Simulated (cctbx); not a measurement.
**Cd2In: precision against data quality**

Space group Pnma (no. 62), a = 6.4260 Å, b = 4.8060 Å, c = 8.7900 Å, α = 90.00°, β = 90.00°, γ = 90.00°.

```
atom  mult.       x    y       z  Ueq (Å²)
 In1      4  0.7719  3/4  0.6131    0.0140
 Cd1      4  0.8358  3/4  0.9332    0.0055
 Cd2      4  0.9708  3/4  0.2985    0.0084
```

The model is made up (kin elements in a known structure type, no relaxation), so it says nothing on whether the phase exists.

Five simulated data sets (cctbx; Ag Kα, λ = 0.56087 Å; 3 % proportional error) differ in resolution or exposure (noise floor 8 counts in the first three, 8 in the last two). Each is refined with the right model, isotropic at 1.1 Å and anisotropic otherwise. How do the figures of merit and the uncertainties move?

| d min (Å) | top counts | ⟨I/σ⟩ (unmerged, absences included) | unique | param. (scale apart) | Rint | R1 | GooF | largest s.u. xyz (fractional) | s.u. U of Cd1 (Å²) | largest error (Å) |
| --- | --- | --- | --- | --- | --- | --- | --- | --- | --- | --- |
| 1.1 | 5000 | 7.8 | 118 | 9 | 0.055 | 0.0209 | 0.92 | 0.00028 | 0.0007 | 0.0028 |
| 0.84 | 5000 | 6.8 | 262 | 18 | 0.062 | 0.0291 | 0.97 | 0.00021 | 0.0005 | 0.0016 |
| 0.6 | 5000 | 5.1 | 697 | 18 | 0.081 | 0.0351 | 0.96 | 0.00013 | 0.0002 | 0.0021 |
| 0.75 | 300 | 0.9 | 372 | 18 | 0.461 | 0.1177 | 0.99 | 0.00149 | 0.0036 | 0.0213 |
| 0.75 | 3000 | 4.9 | 372 | 18 | 0.088 | 0.0414 | 0.99 | 0.00024 | 0.0006 | 0.0031 |

The number of reflections grows roughly as 1/d³: 118, 262 and 697 here. R1 follows the noise rather than the truth: at 300 counts it is 0.1177, at 3000 counts 0.0414, while GooF is 0.99 and 0.99: the weights 1/σ² carry the noise. The s.u. of U (U11 where anisotropic) for Cd1 goes 0.0007, 0.0005, 0.0002 Å² with resolution and 0.0036, 0.0006 Å² with exposure.

Hardware for the 0.6 Å refinement: 0.33 s on 1 thread of Arm Neoverse V2, with other jobs on the host, peak memory 0.09 GiB.

[Logs are printed without paths, hosts, clocks, repeated set-up lines and the standing remarks that a program may print on its own settings, such as how far it seeks lower states.]
